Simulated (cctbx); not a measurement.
# VAgH2SF5 across an absorption edge

Space group C2 (no. 5), a = 10.0830 Å, b = 6.8670 Å, c = 8.3110 Å, α = 90.00°, β = 94.77°, γ = 90.00°.

| atom | mult. | x | y | z | Ueq (Å²) |
| --- | --- | --- | --- | --- | --- |
| Ag1 | 4 | 0.2750 | 0.0162 | 0.7456 | 0.0048 |
| V1 | 2 | 1/2 | 0.7292 | 0 | 0.0061 |
| V2 | 2 | 1/2 | 0.2597 | 1/2 | 0.0050 |
| S1 | 2 | 1/2 | 0.5792 | 1/2 | 0.0068 |
| S2 | 2 | 1/2 | 0.4138 | 0 | 0.0071 |
| F1 | 4 | 0.3388 | 0.6923 | 0.0982 | 0.0072 |
| F2 | 4 | 0.3927 | 0.7535 | 0.7839 | 0.0068 |
| F3 | 4 | 0.3319 | 0.2589 | 0.6099 | 0.0065 |
| F4 | 2 | 1/2 | 0.9800 | 1/2 | 0.0071 |
| F5 | 4 | 0.3856 | 0.3028 | 0.2884 | 0.0068 |
| F6 | 2 | 1/2 | 0.0169 | 0 | 0.0084 |
| H1 | 4 | 0.4608 | 0.6696 | 0.5852 | 0.0140 |
| H2 | 4 | 0.4671 | 0.3345 | 0.0944 | 0.0177 |

The model was made for the exercise: a known structure type with other elements put in, its volume estimated, not relaxed; displacement parameters are assumed.

Calculated with cctbx: free-atom f′ and f″ from the Sasaki tables, no fine structure; amplitudes in electrons.

| E (eV) | F 0 0 3 | F 0 2 1 | F 3 1 1 | F 0 0 1 |
| --- | --- | --- | --- | --- |
| 24914 | 18.7 | 3.9 | 141.1 | 4.2 |
| 25264 | 18.4 | 3.8 | 138.5 | 4.2 |
| 25394 | 18.2 | 3.8 | 136.3 | 4.1 |
| 25454 | 18.0 | 3.8 | 134.2 | 4.0 |
| 25484 | 17.8 | 3.7 | 132.1 | 3.9 |
| 25499 | 17.6 | 3.7 | 130.0 | 3.9 |
| 25506 | 17.4 | 3.7 | 128.3 | 3.8 |
| 25510 | 17.2 | 3.7 | 126.5 | 3.7 |
| 25518 | 16.8 | 4.0 | 127.8 | 3.6 |
| 25522 | 17.3 | 4.0 | 132.2 | 3.8 |
| 25529 | 17.5 | 4.0 | 134.4 | 3.9 |
| 25544 | 17.8 | 4.1 | 136.7 | 3.9 |
| 25574 | 18.0 | 4.1 | 138.9 | 4.0 |
| 25664 | 18.3 | 4.1 | 141.8 | 4.1 |
| 25914 | 18.6 | 4.1 | 144.9 | 4.2 |

**Question.** Which edge is crossed, and why do the reflections move as they do?

The K edge of Ag. The edge is at 25514 eV. f′ of Ag falls from -4.8 e at 25394 eV to -7.8 e at 4 eV below it, and f″ steps from 0.55 to 3.62 e across it. Over that approach |F| changes by -5 % (0 0 3), -3 % (0 2 1), -7 % (3 1 1) and -10 % (0 0 1): a reflection falls where Ag scatters in phase with the total and rises where it scatters against it; it hardly moves where the Ag term is small or cancels by symmetry or lies in quadrature to the total. The f″ term interferes with the normal scattering with opposite sign for the two Friedel mates. The largest Friedel difference in the scan is 22.2 % of the mean (0 2 1, at 25518 eV).
